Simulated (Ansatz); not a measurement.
# Li3FeSI2F, from a guessed structure to a relaxed one, part 2 of 2

Starting from a made-up structure for Li3FeSI2F, the aim is the relaxed cell, its shortest contacts and, where a second run follows, its electronic structure.

Ansatz 0.2.0; DFT, PBE, plane-wave PAW, files of the set soft_1, scalar-relativistic, ferromagnetic start, cell and ions relaxed at zero pressure; PAW set soft_1 (the session's first sound run).

So far: Starting point; Relaxation of the guess. The relaxed cell has a = 3.690, c = 11.678 Å (conventional setting).

## 3. Electronic structure of the relaxed cell

With the geometry fixed, one more self-consistent run, with a narrower smearing and the mesh shown in its input, gives the bands, and its pressure, and its forces where symmetry allows any, show how far the geometry depends on these settings.

This step: DFT, PBE, plane-wave PAW, files of the set soft_1, scalar-relativistic, ferromagnetic start, bands and density of states at the relaxed cell; PAW set soft_1 (Ansatz 0.2.0).

input.yaml reads:

```yaml
crystal:
  lattice:
    - [3.6897397917, 0.0, 0.0]
    - [0.0, 3.6897397917, 0.0]
    - [0.0, 0.0, 11.6778377333]
  atoms:
    - { symbol: I, position: [0.0, 0.0, 0.7326869662] }
    - { symbol: I, position: [0.0, 0.0, 0.2673130338] }
    - { symbol: Fe, position: [0.0, 0.0, 0.0], spin: 3.4 }
    - { symbol: S, position: [0.5, 0.5, 0.0] }
    - { symbol: F, position: [0.5, 0.5, 0.5] }
    - { symbol: Li, position: [0.5, 0.5, 0.6588771332] }
    - { symbol: Li, position: [0.0, 0.0, 0.5] }
    - { symbol: Li, position: [0.5, 0.5, 0.3411228668] }
magnetization:
  spin_polarized: true
kpoints:
  mp_grid: { grid: [8, 8, 4] }
  band_path:
    path:
      - [[0.0, 0.0, 0.0], [0.0, 0.5, 0.0], [0.5, 0.5, 0.0], [0.0, 0.0, 0.0], [0.0, 0.0, 0.5], [0.0, 0.5, 0.5], [0.5, 0.5, 0.5], [0.0, 0.0, 0.5]]
      - [[0.0, 0.5, 0.0], [0.0, 0.5, 0.5]]
      - [[0.5, 0.5, 0.0], [0.5, 0.5, 0.5]]
    npoints: 8
scf:
  occupations: { method: fermi_dirac, width: 0.03 }
  n_extra_bands: 14
hamiltonian:
  xc: pbe
  pseudopotentials: { kind: paw, azcp: { folder: soft_1 } }
output:
  forces: true
  stress: true
  write_bands: true
  dos: { projected: true }
  write_density: true
  write_potential: true
  elf: true
  volumetric_format: npy
```

Command:

```console
$ ansatz run input.yaml --threads 4 --pin off --max-ram 10240MiB --backend cpu --events-out ev --progress --plain --runs-dir out
```

Numbers of over 12 decimals in the logs are rounded to 6 here.

Output:

```text
[...]
Crystal: 8 atoms, lattice volume = 158.984 Å³
Basis set: ecut = 420 eV, 3111 PW (Γ), exchange–correlation on 50×50×160 points (8 copies of the dense FFT grid, shifted against one another)
Bands: 50, of which v1, the nominal top of the filled ones, is band 36 counted from 1 (35 counted from 0)
Symmetry: 16 space group operations
[...]
k-points: 45 of 256
[...]
Starting moments: Σ|m| = 3.4 μB on 1 of 8 sites
[...]
SCF iter   1: F=—  HF=-21840.676912 eV  |F-HF|=—  |Δ(HF+E_count)|=         —  Δρ=1.31e-1 (↑1.01e-1 ↓1.31e-1)  dr2=1.19e2  dr2_m=9.39e-1  M=2.539 μB ∫|m|=2.546 μB  β_m=0.30  ethr=3.10e-3  ⟨swp⟩=9.3  Hψ=22499  notcnv=0  defer=61
[...]
SCF iter  20: F=-21836.834807 eV  HF=-21836.834807 eV  |F-HF|=4.83e-8  |Δ(HF+E_count)|=   6.15e-8  Δρ=2.80e-6 (↑2.65e-6 ↓2.80e-6)  dr2=6.73e-8  dr2_m=1.43e-10  M=3.815 μB ∫|m|=3.845 μB  ethr=1.39e-10  ⟨swp⟩=17.9  Hψ=37930  notcnv=0
SCF 1 converged in 20 iterations: F = -21836.834807 eV  dr2 = 6.73e-8
[...]
Symmetry: 4 space group operations
k-points: 90 of 256
[...]
SCF iter   1: F=—  HF=-21836.834807 eV  |F-HF|=—  |Δ(HF+E_count)|=         —  Δρ=2.80e-6 (↑2.65e-6 ↓2.80e-6)  dr2=6.73e-8  dr2_m=1.43e-10  M=3.815 μB ∫|m|=3.845 μB  ethr=9.35e-11  ⟨swp⟩=1.0  Hψ=35352  notcnv=0
[...]
an SCF along what the orbitals of the run's state read of its open shells (or to have them read: on a GPU, or by another smearing), with 12 of the crystal's symmetry operations given up (90 k-points in place of 45), reached no lower state that the run goes on to. This is no proof of a minimum
NSCF: frozen V_eff on 75 k-points
SCF converged after 20 iterations
Magnetization: 3.8149 μB (37.9075 up, 34.0925 down)
Absolute magnetization: 3.8453 μB (∫|ρ↑−ρ↓|, with the PAW one-centre terms)
[...]
Per-site moments (μB) at R_I (Å): [(0.013698, 1.120878), (0.013698, 1.120878), (3.341334, 1.076229), (0.199163, 1.076229), (0.00246411, 0.765328), (5.727836643032008e-5, 0.765328), (0.00936975, 1.076229), (5.7278366430311505e-5, 0.765328)]
Free energy (F): -21836.834807 eV
[...]
Internal energy: -21836.823575 eV  (E = F + TS)
E sigma→0 (E₀):  -21836.829191 eV
Entropy (-TS):   -0.011232 eV (-1.404 meV/atom)
Fermi energy:    7.141118 eV
[...]
--- Forces (eV/Å), atoms counted from 1 ---
  atom   1  I      0.00000000     0.00000000     0.00245800
  atom   2  I     -0.00000000     0.00000000    -0.00245800
  atom   3  Fe    -0.00000000     0.00000000     0.00000000
  atom   4  S     -0.00000000    -0.00000000     0.00000000
  atom   5  F      0.00000000    -0.00000000     0.00000000
  atom   6  Li     0.00000000     0.00000000    -0.00286267
  atom   7  Li    -0.00000000     0.00000000     0.00000000
  atom   8  Li    -0.00000000     0.00000000     0.00286267
  max |Σ_I F_I| component: 3.54e-28 eV/Å
--- Stress (GPa, compression-positive) ---
        0.003590       0.000000       0.000000
        0.000000       0.003590       0.000000
        0.000000       0.000000      -0.005290
  P = ⅓ Tr σ = 0.0006 GPa (0.006 kbar)
--- Band table (eV; the first three rows and the last of 90) ---
  k-point 0 ↑: bands = [... 32 lower, 4.7830, 4.9752, 4.9752, 5.1639, 5.4177, 5.4177, 8.0648, 10.0648, ... 10 higher]
  k-point 1 ↑: bands = [... 32 lower, 4.7688, 4.9902, 4.9902, 5.0945, 5.4144, 5.4144, 8.2460, 9.6657, ... 10 higher]
  k-point 2 ↑: bands = [... 32 lower, 4.7562, 5.0039, 5.0039, 5.0178, 5.4109, 5.4109, 8.5287, 9.2360, ... 10 higher]
  k-point 44 ↓: bands = [... 32 lower, 5.7751, 6.7067, 6.7067, 7.8208, 7.8299, 7.9487, 9.1026, 9.6279, ... 10 higher]
```

Run time: 49 s. Hardware: 4 threads of Arm Neoverse V1, shared host; peak memory 2.2 GiB.

In the SCF lines HF is the Harris–Foulkes energy and dr2 the Hartree energy of the density residual, in eV; the loop may stop once dr2 is under the threshold and the program's other checks hold. Hψ counts applications of the Hamiltonian.

Numbers from this step:

* free energy: -21836.8348 eV
* energy at zero smearing: -21836.8292 eV
* smearing term TS: 0.01123 eV
* Fermi energy: 7.141 eV
* magnetization: 3.815 μB
* absolute magnetization: 3.845 μB
* site moments: 0.01370, 0.01370, 3.341, 0.1992, 0.002464, 5.73e-5, 0.009370, 5.73e-5 μB
* pressure: 6.30e-4 GPa

bands.tsv at the labelled points (eV, zero at the Fermi level; the bands that come nearest the Fermi level along the path):

```tsv
point	band_36_up	band_37_up	band_38_up	band_33_dn	band_34_dn	band_35_dn	band_36_dn	band_37_dn
Γ	-1.72	-1.72	0.92	-0.55	-0.08	-0.04	-0.04	0.50
X	-1.09	0.45	1.68	0.03	0.59	0.69	0.94	1.71
M	-2.67	-1.71	1.07	-0.44	-0.44	0.68	0.69	0.81
Γ	-1.72	-1.72	0.92	-0.55	-0.08	-0.04	-0.04	0.50
Z	-1.73	-1.73	1.39	-0.55	-0.08	-0.04	-0.04	0.77
R	-1.11	0.45	1.93	0.03	0.59	0.68	0.92	1.98
A	-2.68	-1.71	1.08	-0.43	-0.43	0.68	0.69	0.81
Z	-1.73	-1.73	1.39	-0.55	-0.08	-0.04	-0.04	0.77
X	-1.09	0.45	1.68	0.03	0.59	0.69	0.94	1.71
R	-1.11	0.45	1.93	0.03	0.59	0.68	0.92	1.98
M	-2.67	-1.71	1.07	-0.44	-0.44	0.68	0.69	0.81
A	-2.68	-1.71	1.08	-0.43	-0.43	0.68	0.69	0.81
```

Site moment by atom:

| atom | site moment (μB) |
| --- | --- |
| I1 | 0.01 |
| I2 | 0.01 |
| Fe3 | 3.34 |
| S4 | 0.20 |
| F5 | 0.00 |
| Li6 | 0.00 |
| Li7 | 0.01 |
| Li8 | 0.00 |

Spin density in the ac plane at fractional y = 0.000, with atoms of I and Fe and Li within 0.2 Å of it.

Ten even steps from '_' (0.0 e/Å³) to '@' (5.4 e/Å³), each cell a mean:
```
**==..__________________..==
____________________________
____________________________
____________________________
____________________________
____________________________
____________________________
____________________________
____________________________
____________________________
____________________________
____________________________
____________________________
____________________________
____________________________
____________________________
____________________________
____________________________
____________________________
____________________________
____________________________
____________________________
::..______________________..
@@**::__________________--##
```
Columns run along a (3.7 Å), rows up along c (11.7 Å). Atoms in or near the plane, at fractional coordinates: I at (0.00, 0.73), I at (0.00, 0.27), Fe at (0.00, 0.00), Li at (0.00, 0.50).

Valence density in the ac plane at fractional y = 0.000, with atoms of I and Fe and Li within 0.2 Å of it. It is the smooth field of the valence electrons, not physical close to the nuclei.

Values in e/Å³, 24 rows by 14 columns, each cell a mean:
```
16 10  3  1  0  0  0  0  0  0  0  1  5 12
 1  1  0  0  0  0  0  0  0  0  0  0  1  1
 0  0  0  0  0  0  0  0  0  0  0  0  0  0
 0  0  0  0  0  0  0  0  0  0  0  0  0  0
 2  1  1  0  0  0  0  0  0  0  0  0  1  1
10  8  4  1  0  0  0  0  0  0  1  1  5  9
13 11  5  1  1  0  0  0  0  0  1  2  6 11
 4  3  1  1  0  0  0  0  0  0  0  1  2  4
 1  0  0  0  0  0  0  0  0  0  0  0  0  1
 0  0  0  0  0  0  0  0  0  0  0  0  0  0
 1  0  0  0  0  0  0  0  0  0  0  0  0  0
 7  4  1  0  0  0  0  0  0  0  0  0  1  4
 4  2  0  0  0  0  0  0  0  0  0  0  1  2
 0  0  0  0  0  0  0  0  0  0  0  0  0  0
 0  0  0  0  0  0  0  0  0  0  0  0  0  0
 1  1  1  0  0  0  0  0  0  0  0  0  1  1
 9  6  3  1  0  0  0  0  0  0  1  1  4  7
13 11  5  1  1  0  0  0  0  0  1  2  7 12
 6  4  2  1  0  0  0  0  0  0  0  1  2  5
 1  1  0  0  0  0  0  0  0  0  0  0  0  1
 0  0  0  0  0  0  0  0  0  0  0  0  0  0
 0  0  0  0  0  0  0  0  0  0  0  0  0  0
 5  3  1  0  0  0  0  0  0  0  0  0  2  4
25 16  5  1  0  0  0  0  0  0  0  1  7 19
```
Columns run along a (3.7 Å), rows up along c (11.7 Å). Atoms in or near the plane, at fractional coordinates: I at (0.00, 0.73), I at (0.00, 0.27), Fe at (0.00, 0.00), Li at (0.00, 0.50).

ELF in the ac plane at fractional y = 0.000, with atoms of I and Fe and Li within 0.2 Å of it. It is the smooth field of the valence electrons, not physical close to the nuclei.

Values in units of 1e-1, 24 rows by 14 columns, each cell a mean:
```
6.7 5.7 3.8 1.8 1.0 1.0 1.1 1.1 1.1 1.0 1.0 2.4 4.3 6.0
2.0 2.0 1.7 1.3 1.1 0.9 0.8 0.7 0.8 1.0 1.1 1.4 1.8 2.0
1.6 1.5 1.4 1.1 0.8 0.5 0.3 0.3 0.4 0.6 0.9 1.2 1.4 1.6
6.4 6.2 5.7 4.5 2.9 1.2 0.3 0.2 0.5 1.6 3.3 5.0 5.9 6.3
5.6 6.0 6.6 7.1 6.6 4.1 1.2 0.6 1.8 5.0 6.8 7.1 6.5 5.9
3.2 3.0 4.1 6.1 7.1 5.9 2.3 1.1 3.2 6.5 7.0 5.5 3.7 2.9
4.1 2.7 3.2 5.6 7.0 6.3 2.7 1.4 3.8 6.8 6.9 4.9 2.9 2.9
3.5 4.0 5.2 6.8 7.3 5.8 2.4 1.3 3.3 6.4 7.3 6.3 4.9 3.8
6.9 7.1 7.3 7.3 6.5 4.1 1.5 0.9 2.1 4.9 6.8 7.4 7.3 7.0
5.4 5.4 5.5 4.9 3.4 1.6 0.6 0.4 0.8 2.0 3.8 5.2 5.5 5.4
1.9 1.2 0.6 0.7 0.5 0.3 0.2 0.2 0.2 0.4 0.6 0.7 0.7 1.4
9.7 8.6 3.2 0.1 0.1 0.1 0.1 0.1 0.1 0.1 0.1 0.5 4.8 9.0
7.2 5.5 1.7 0.1 0.1 0.1 0.1 0.1 0.1 0.1 0.1 0.3 2.7 6.1
1.6 1.7 2.0 2.0 1.4 0.6 0.3 0.2 0.3 0.8 1.6 2.1 1.9 1.7
7.1 7.2 7.1 6.4 4.9 2.6 0.9 0.6 1.3 3.2 5.3 6.7 7.1 7.2
5.7 6.0 6.7 7.3 7.0 4.9 1.9 1.1 2.7 5.7 7.2 7.2 6.5 5.9
2.8 3.0 4.2 6.2 7.2 6.1 2.7 1.4 3.6 6.7 7.1 5.6 3.8 2.9
4.5 2.8 3.2 5.6 7.0 6.2 2.6 1.3 3.7 6.8 6.9 4.8 2.9 3.0
3.4 3.9 5.2 6.7 7.1 5.4 1.9 0.9 2.8 6.2 7.1 6.3 4.8 3.8
6.8 6.9 7.1 6.8 5.5 2.9 0.7 0.4 1.2 3.6 5.9 7.0 7.1 6.9
4.4 4.2 3.6 2.5 1.5 0.6 0.3 0.2 0.3 0.8 1.7 2.9 3.8 4.2
1.0 1.0 1.1 1.0 0.9 0.6 0.5 0.5 0.5 0.7 0.9 1.0 1.1 1.0
3.6 3.4 2.7 1.5 1.1 1.0 0.9 0.9 0.9 1.0 1.1 1.9 2.9 3.5
8.3 7.0 4.3 1.8 0.9 1.0 1.1 1.1 1.1 1.0 1.0 2.5 5.0 7.4
```
Columns run along a (3.7 Å), rows up along c (11.7 Å). Atoms in or near the plane, at fractional coordinates: I at (0.00, 0.73), I at (0.00, 0.27), Fe at (0.00, 0.00), Li at (0.00, 0.50).

## 4. Outcome

```
space group, relaxed : P4/mmm
conventional cell    : a = 3.690, b = 3.690, c = 11.678 Å; α = 90.0°, β = 90.0°, γ = 90.0°
volume per atom      : 19.87 Å³ (guess 19.92)
total moment         : 3.84 μB in the cell of 8 atoms
```

**Reading.** Li3FeSI2F relaxes to P4/mmm with a = 3.690, b = 3.690 and c = 11.678 Å. The guessed volume was near the relaxed one. The space group P4/mmm was held in the relaxation, so the end point is a stationary structure within it and may be a saddle against distortions or other arrangements. The input starts from parallel moments, and no other start was typed. Bands cross the Fermi level, so it is a metal or semimetal at this level. On the 8×8×4 mesh with the narrower smearing (relaxed on 7×7×3) the largest force component is 0.003 eV/Å and the largest stress component is 0.005 GPa, within the relaxation's thresholds of 0.015 eV/Å and 0.05 GPa. The cutoff wasn't tested. Spin-orbit coupling is left out, which can matter for elements this heavy. No dispersion term is used, so weakly bound directions may come out too long. Nothing here tests whether the compound is stable against decomposition.

[Logs are printed without paths, hosts, clocks, repeated set-up lines and the standing remarks that a program may print on its own settings, such as how far it seeks lower states.]

[Hosts, paths, dates, database ids (printed as entryN), source tags and the programs' standing remarks are cut or masked in the printed files.]
